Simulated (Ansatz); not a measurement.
# Site preference of Ga in place of Al in glassy 43SiO2-23Al2O3-34BaO (mol %) (109 atoms), part 3 of 3

At which site of glassy 43SiO2-23Al2O3-34BaO (mol %) (109 atoms) does Ga in place of Al cost least, and what about the site decides it?

Ansatz 0.2.0; Kohn-Sham DFT, PBE, PAW (set soft_2), plane waves.

The cell: 15 Si, 16 Al, 12 Ba and 66 O. The quench rate of 50 K/ps is many orders above laboratory rates. The starting topology of bonds comes from the classical model. The Brillouin zone is sampled at Γ only, in a cell whose shortest periodic width is 12 Å. The levels lack spin–orbit coupling.

So far. Step 6 (Ga on a site of Al, site Al31): The relaxation converged after 7 steps, 0.266 eV below its start, with a largest force component of 0.042 eV/Å.

## 7. Ga on a site of Al, site Al24

The site has 4 bonded neighbours (O4) at 1.76 Å on average. 

Input and log are left out; they have the form of those shown for this kind of step.

Wall time 8 min (4 threads of Arm Neoverse V1, shared host); peak memory 3.7 GiB.

The relaxation converged after 9 steps, 0.367 eV below its start, with a largest force component of 0.035 eV/Å.

Local excerpt of 10 atoms (numbers count through the whole input) about the Ga atom, after relaxation; x, y, z are measured from there.

```csv
atom,x,y,z,distance (Å),bonds
Ga24,0.00,0.00,0.00,0.00,4
O49,-0.51,1.00,1.40,1.80,3
O59,-0.68,-1.67,0.30,1.82,3
O100,-0.49,0.68,-1.67,1.87,4
O71,1.80,-0.36,0.37,1.88,4
Al28,-2.38,-1.85,0.62,3.08,4
Si2,-1.25,2.18,-1.79,3.08,4
Al21,-1.40,2.54,1.34,3.20,4
O82,-1.40,2.92,-0.38,3.26,2
Si9,3.24,-0.81,-0.21,3.34,4
```

The column of bonds counts only the pairs O-Al within 2.48 Å, O-Si within 2.08 Å, O-Ba within 3.58 Å, O-Ga within 2.27 Å; other neighbours, such as metal atoms beside each other in a compound, aren't counted, and periodic images can show an atom twice.

The largest move is 0.14 Å, by O71.

## 8. Ga on a site of Al, site Al19

The site has 4 bonded neighbours (O4) at 1.77 Å on average. 

Input and log are left out; they have the form of those shown for this kind of step.

Run time: 6.3 min. Hardware: 4 threads of Arm Neoverse V1, shared host; peak memory 3.7 GiB; 25 min of CPU time.

The relaxation converged after 7 steps, 0.348 eV below its start, with a largest force component of 0.030 eV/Å.

The surroundings of the Ga atom, after relaxation, nearest first, numbered as they follow in the input and with coordinates relative to it.

```csv
atom,x,y,z,distance (Å),bonds
Ga19,0.00,0.00,0.00,0.00,4
O61,0.81,0.17,-1.64,1.84,4
O89,0.54,-1.68,0.52,1.84,4
O55,0.41,1.53,0.94,1.84,3
O76,-1.87,0.18,-0.12,1.88,4
Si8,-2.58,-0.03,1.37,2.92,4
O62,-1.58,-0.68,2.49,3.03,3
Al29,-0.33,-3.10,1.12,3.32,4
Si4,0.38,2.32,2.39,3.35,4
Al30,0.45,0.44,-3.38,3.43,4
Ba37,2.18,-2.15,-1.70,3.50,7
Ba40,1.95,2.71,-1.32,3.59,7
```

The column of bonds counts only the pairs O-Al within 2.48 Å, O-Si within 2.08 Å, O-Ba within 3.58 Å, O-Ga within 2.27 Å; other neighbours, such as metal atoms beside each other in a compound, aren't counted, and periodic images can show an atom twice.

The largest move is 0.17 Å, by O55.

## 9. Ga on a site of Al, site Al30

The site has 4 bonded neighbours (O4) at 1.76 Å on average. 

Input and log are left out; they have the form of those shown for this kind of step.

The job ended after 7.5 min (4 threads of Arm Neoverse V1, shared host; peak memory 3.7 GiB).

The relaxation converged after 8 steps, 0.370 eV below its start, with a largest force component of 0.026 eV/Å.

Local excerpt of 14 atoms (numbers count through the whole input) about the Ga atom, after relaxation; x, y, z are measured from there.

```csv
atom,x,y,z,distance (Å),bonds
Ga30,0.00,0.00,0.00,0.00,4
O81,0.79,1.58,-0.38,1.80,3
O52,0.40,-1.53,-0.94,1.84,4
O101,-1.87,0.19,-0.03,1.88,3
O61,0.36,-0.30,1.82,1.88,4
Al21,2.38,1.78,-1.14,3.19,4
Si10,-3.08,0.68,-1.03,3.32,4
Ba40,1.52,2.23,2.12,3.43,7
O49,3.23,0.23,-1.14,3.44,3
Al19,-0.43,-0.50,3.38,3.44,4
Al28,1.38,-2.63,-1.88,3.51,4
Ba37,1.73,-2.62,1.68,3.56,7
Ba39,-1.14,-0.84,-3.36,3.65,9
O80,-2.48,1.40,-2.35,3.69,3
```

The column of bonds counts only the pairs O-Al within 2.48 Å, O-Si within 2.08 Å, O-Ba within 3.38 Å, O-Ga within 2.27 Å; other neighbours, such as metal atoms beside each other in a compound, aren't counted, and periodic images can show an atom twice.

The largest move is 0.20 Å, by O101.

## 10. Ga on a site of Al, site Al16

The site has 4 bonded neighbours (O4) at 1.80 Å on average. 

Input and log are left out; they have the form of those shown for this kind of step.

Wall time 6.5 min (4 threads of Arm Neoverse V1, shared host); peak memory 3.7 GiB.

The relaxation converged after 7 steps, 0.310 eV below its start, with a largest force component of 0.035 eV/Å.

A closer look about the Ga atom, after relaxation: 14 atoms, nearest first, numbered in the order of the input, with positions taken from that point.

```csv
atom,x,y,z,distance (Å),bonds
Ga16,0.00,0.00,0.00,0.00,4
O72,-1.84,-0.07,-0.20,1.86,4
O56,0.95,1.58,0.26,1.86,4
O104,0.88,-0.62,-1.54,1.88,4
O75,0.21,-0.52,1.87,1.95,4
O92,2.55,-0.84,0.62,2.75,4
Al23,-2.16,-1.47,-1.22,2.88,4
Si12,0.15,2.85,-0.52,2.90,4
Al27,2.62,-0.55,-1.18,2.93,4
O63,-1.28,-2.76,-0.45,3.07,5
Si14,0.59,0.72,3.00,3.14,4
Al22,1.72,-2.00,1.71,3.15,5
Al31,2.81,1.12,0.90,3.15,6
O53,-0.30,2.41,-2.04,3.17,4
```

The column of bonds counts only the pairs O-Al within 2.49 Å, O-Si within 2.08 Å, O-Ba within 3.62 Å, O-Ga within 2.33 Å; other neighbours, such as metal atoms beside each other in a compound, aren't counted, and periodic images can show an atom twice.

The largest move is 0.15 Å, by O104.

## 11. The sites compared

All these cells hold the same atoms, so their energies can be compared with no chemical potential.

```csv
site,neighbours,mean distance (Å),atoms within 6 Å,energy over the best site (eV),before relaxation (eV),gain on relaxing (eV)
Al16,O4,1.80,60,0.00,0.00,0.31
Al27,O4,1.79,59,0.07,0.08,0.32
Al31,O6,1.95,63,0.23,0.18,0.27
Al19,O4,1.77,59,0.30,0.33,0.35
Al24,O4,1.76,57,0.32,0.38,0.37
Al30,O4,1.76,53,0.33,0.38,0.37
```

Neighbours are those of the relaxed host within 2.49 Å (O-Al); other pairs aren't counted.

## 12. Outcome

The cheapest site is Al16 (4 neighbours, O4); the dearest, Al30 (4 neighbours, O4), costs 0.33 eV more. By coordination the energies over the best site are 0.00 to 0.33 eV with 4 neighbours and 0.23 eV with 6 neighbours. Relaxation gains 0.27 to 0.37 eV and leaves the best site the same.

Caveats: Defects are neutral and interact with their images. The reference ran with fermi-dirac smearing of 0.025 eV, but 6 of the 6 defect cells with fermi-dirac smearing of 0.025 eV, spin polarised. In a disordered cell the relaxation can also rearrange atoms far from the site. In the spin-polarised runs the search for a state of lower energy was switched off. Only 6 of the 16 Al sites were tried; unless symmetry makes the others alike to these, a cheaper one may exist. The pressure of 1.9 GPa means that a free cell would grow at this level.

The DFT runs together took 48 min of wall time.

[Logs are printed without paths, hosts, clocks, repeated set-up lines and the standing remarks that a program may print on its own settings, such as how far it seeks lower states.]

[Hosts, paths, dates, database ids (printed as entryN), source tags and the programs' standing remarks are cut or masked in the printed files.]
